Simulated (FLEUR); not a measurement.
# Cr2O3 (Eskolaite): which magnetic order is lowest, part 2 of 2

Aim: find out whether Cr2O3 (Eskolaite) carries moments, and which collinear order costs least.

FLEUR MaX-R8.1; PBE with U = 3.5 eV on Cr d; all-electron FLAPW, Dirac cores, scalar-relativistic bands.

So far, largest spin moment in the muffin-tin sphere (μB): step 2 (start 1: ferro ++++) 2.90; step 3 (run 2 (antiferro +--+)) 2.81; step 4 (order 3, typed as antiferro ++--) 2.81; step 5 (order 4, typed as antiferro +-+-) 2.78; step 6 (order 5, typed as ferri +++-) 2.87.

## (7) Start 6: no spin polarisation

A spinless run shows what the cell costs with no moments; under a U that can hold a penalty on part-filled orbitals beside the lost exchange.

File inp.xml:

```
<?xml version="1.0" encoding="UTF-8" standalone="no"?>
<fleurInput fleurInputVersion="0.39">
   <comment>
      Cr2O3
   </comment>
   <calculationSetup>
      <cutoffs Kmax="4.4" Gmax="13.2" GmaxXC="13.2" numbands="0"/>
      <scfLoop itmax="120" minDistance="0.0001" maxIterBroyd="15" imix="Anderson" alpha="0.05" precondParam="0.0" spinf="2.0" sdNocoIR="T"/>
      <coreElectrons ctail="T" frcor="F" kcrel="0" coretail_lmax="0"/>
      <xcFunctional name="pbe" relativisticCorrections="F"/>
      <magnetism jspins="1"/>
      <soc l_soc="F" theta="0.0" phi="0.0" spav="F"/>
      <expertModes spex="0" secvar="F"/>
      <geometryOptimization l_f="F" forcealpha="1.0" forcemix="BFGS" epsdisp="0.00001" epsforce="0.00001"/>
      <ldaU l_linMix="F" mixParam="0.05" spinf="1.0"/>
   </calculationSetup>
   <cell>
      <bzIntegration valenceElectrons="92.0" mode="hist" fermiSmearingEnergy="0.00183747">
         <kPointListSelection listName="default-1"/>
         <xi:include xmlns:xi="http://www.w3.org/2001/XInclude" href="kpts.xml"> </xi:include>
      </bzIntegration>
      <xi:include xmlns:xi="http://www.w3.org/2001/XInclude" href="sym.xml"> </xi:include>
      <bulkLattice scale="1.0">
         <bravaisMatrix>
            <row-1>    4.6836861998399968     2.7041274882730848     8.5619081345298511</row-1>
            <row-2>   -4.6836861998399968     2.7041274882730848     8.5619081345298511</row-2>
            <row-3>    0.0000000000000000    -5.4082549765650665     8.5619081345298511</row-3>
         </bravaisMatrix>
      </bulkLattice>
   </cell>
   <atomSpecies>
      <species name="Chromium (Cr)" element="Cr" atomicNumber="24">
         <mtSphere radius="2.31" gridPoints="763" logIncrement="0.016"/>
         <atomicCutoffs lmax="8" lnonsphr="6"/>
         <electronConfig flipSpins="F">
            <coreConfig>(1s1/2) (2s1/2) (2p1/2) (2p3/2)</coreConfig>
            <valenceConfig>(3s1/2) (3p1/2) (3p3/2) (4s1/2) (3d3/2) (3d5/2)</valenceConfig>
            <stateOccupation state="(4s1/2)" spinUp="0.500000" spinDown="0.500000"/>
            <stateOccupation state="(3d3/2)" spinUp="1.000000" spinDown="1.000000"/>
            <stateOccupation state="(3d5/2)" spinUp="1.500000" spinDown="1.500000"/>
         </electronConfig>
         <energyParameters s="4" p="4" d="3" f="4"/>
         <ldaU l="2" U="3.5" J="0.0" l_amf="F"/>
         <lo type="SCLO" l="0" n="3" eDeriv="0"/>
         <lo type="SCLO" l="1" n="3" eDeriv="0"/>
      </species>
      <species name="Oxygen (O)" element="O" atomicNumber="8">
         <mtSphere radius="1.31" gridPoints="433" logIncrement="0.024"/>
         <atomicCutoffs lmax="6" lnonsphr="4"/>
         <electronConfig flipSpins="F">
            <coreConfig>(1s1/2)</coreConfig>
            <valenceConfig>(2s1/2) (2p1/2) (2p3/2)</valenceConfig>
            <stateOccupation state="(2p1/2)" spinUp="0.666667" spinDown="0.666667"/>
            <stateOccupation state="(2p3/2)" spinUp="1.333333" spinDown="1.333333"/>
         </electronConfig>
         <energyParameters s="2" p="2" d="3" f="4"/>
      </species>
   </atomSpecies>
   <atomGroups>
      <atomGroup species="Chromium (Cr)">
         <relPos label="                   1">.3474800000 .3474800000 .3474800000</relPos>
         <relPos label="                   2">.1525200000 .1525200000 .1525200000</relPos>
         <relPos label="                   3">-.3474800000 -.3474800000 -.3474800000</relPos>
         <relPos label="                   4">-.1525200000 -.1525200000 -.1525200000</relPos>
         <force calculate="T" relaxXYZ="TTT"/>
      </atomGroup>
      <atomGroup species="Oxygen (O)">
         <relPos label="                   5">-.4442000000 -.0558000000 1.000/4.000</relPos>
         <relPos label="                   6">1.000/4.000 -.4442000000 -.0558000000</relPos>
         <relPos label="                   7">-.0558000000 1.000/4.000 -.4442000000</relPos>
         <relPos label="                   8">.4442000000 .0558000000 -1.000/4.000</relPos>
         <relPos label="                   9">-1.000/4.000 .4442000000 .0558000000</relPos>
         <relPos label="                  10">.0558000000 -1.000/4.000 .4442000000</relPos>
         <force calculate="T" relaxXYZ="TTT"/>
      </atomGroup>
   </atomGroups>
   <output dos="F" band="F" slice="F">
      <bandDOS minEnergy="-.5*Htr" maxEnergy="0.5*Htr" sigma="0.015" storeEVData="T"/>
      <plotting iplot="0" polar="F">
         <plot TwoD="T" vec1="  1.0  0.0  0.0" vec2="  0.0  1.0  0.0" vec3="  0.0  0.0  1.0" zero="  0.0  0.0  0.0" file="plot"/>
      </plotting>
      <moessbauerParams electricFieldGradient="F" isomerShift="F" coreHyperfine="F" valenceHyperfine="F"/>
   </output>
</fleurInput>
```

File crystal.txt:

```
Cr2O3
&input film=F cartesian=F /
2.47850000001  1.43096264219  4.53076666670
-2.47850000001  1.43096264219  4.53076666670
0.00000000000  -2.86192528439  4.53076666670
1.8897261246
1.0 1.0 1.0

10
24 0.34748000000  0.34748000000  0.34748000000
24 0.15252000000  0.15252000000  0.15252000000
24 0.65252000000  0.65252000000  0.65252000000
24 0.84748000000  0.84748000000  0.84748000000
8 0.55580000000  0.94420000000  0.25000000000
8 0.25000000000  0.55580000000  0.94420000000
8 0.94420000000  0.25000000000  0.55580000000
8 0.44420000000  0.05580000000  0.75000000000
8 0.75000000000  0.44420000000  0.05580000000
8 0.05580000000  0.75000000000  0.44420000000

&kpt div1=6 div2=6 div3=6 gamma=T /
```

Started as:

```
$ OMP_NUM_THREADS=1 inpgen -f crystal.txt > inpgen.log  # inp.xml is then edited as shown
$ OMP_NUM_THREADS=1 mpirun -n 4 fleur_MPI > fleur.log
```

The job ended after 87 s (4 MPI ranks of Intel Xeon Platinum 8375C at 2.90GHz (Ice Lake), shared host; peak memory 0.4 GiB; 5.8 min of CPU time).

This step gave:

```yaml
free_energy: -126657.4952 eV
program_s_band_gap_on_this_mesh_in_a_metal_only_a_level_spacing: 0.01075 eV
final_state: non-magnetic (no spin polarisation)
```

It lies 2683 meV a seeded atom over the first start.

## (8) Energies of the orders

Free energies are divided by the number of seeded atoms.

Orders:

```csv
start,final state,typed order kept,energy over the lowest (meV a seeded atom),largest sphere moment (μB),net moment (μB a primitive cell),mesh matched,CPU time (s)
ferro ++++,ferromagnetic,yes,52.98,2.903,12,yes,523
antiferro +--+,antiferromagnetic,yes,0,2.81,0,yes,1133
antiferro ++--,antiferromagnetic,yes,31.77,2.807,0,yes,1120
antiferro +-+-,antiferromagnetic,yes,60.88,2.781,0,yes,755.7
ferri +++-,ferrimagnetic,yes,35.62,2.868,6,yes,1896
no spin polarisation,non-magnetic,-,2736,0,0,yes,346.7
```

## (9) Results

```yaml
lowest_state_found: antiferromagnetic (typed antiferro +--+)
largest_site_spin_moment: 2.81 μB
next_finished_state: antiferromagnetic, 31.8 meV a seeded atom higher
spinless_run_over_the_lowest_under_a_u_no_clean_measure_of_the_moments: 2736 meV a seeded atom
```

The lowest state found is antiferromagnetic, reached from the start antiferro +--+, with moments up to 2.81 μB. The next finished state costs 32 meV a seeded atom. Under a U a spinless run can be left with part-filled orbitals, which the U penalises, or fall into a low-spin state, so its energy is no clean measure of what the moments gain. Only 6 starts were tried; other patterns of signs, canted and longer-period orders were not. With 4 seeded atoms in the first cell, sign patterns within that cell may remain untried.

[Logs and program files are shortened in this print: banners, set-up blocks, solver, clock and traceback lines can be left out without a mark of their own.]

[Logs are printed without paths, hosts, clocks, repeated set-up lines and the standing remarks that a program may print on its own settings, such as how far it seeks lower states.]

[Hosts, paths, dates, database ids (printed as entryN), source tags and the programs' standing remarks are cut or masked in the printed files.]

[Where a cell is said to come from a database of computed structures, the database is the Materials Project.]
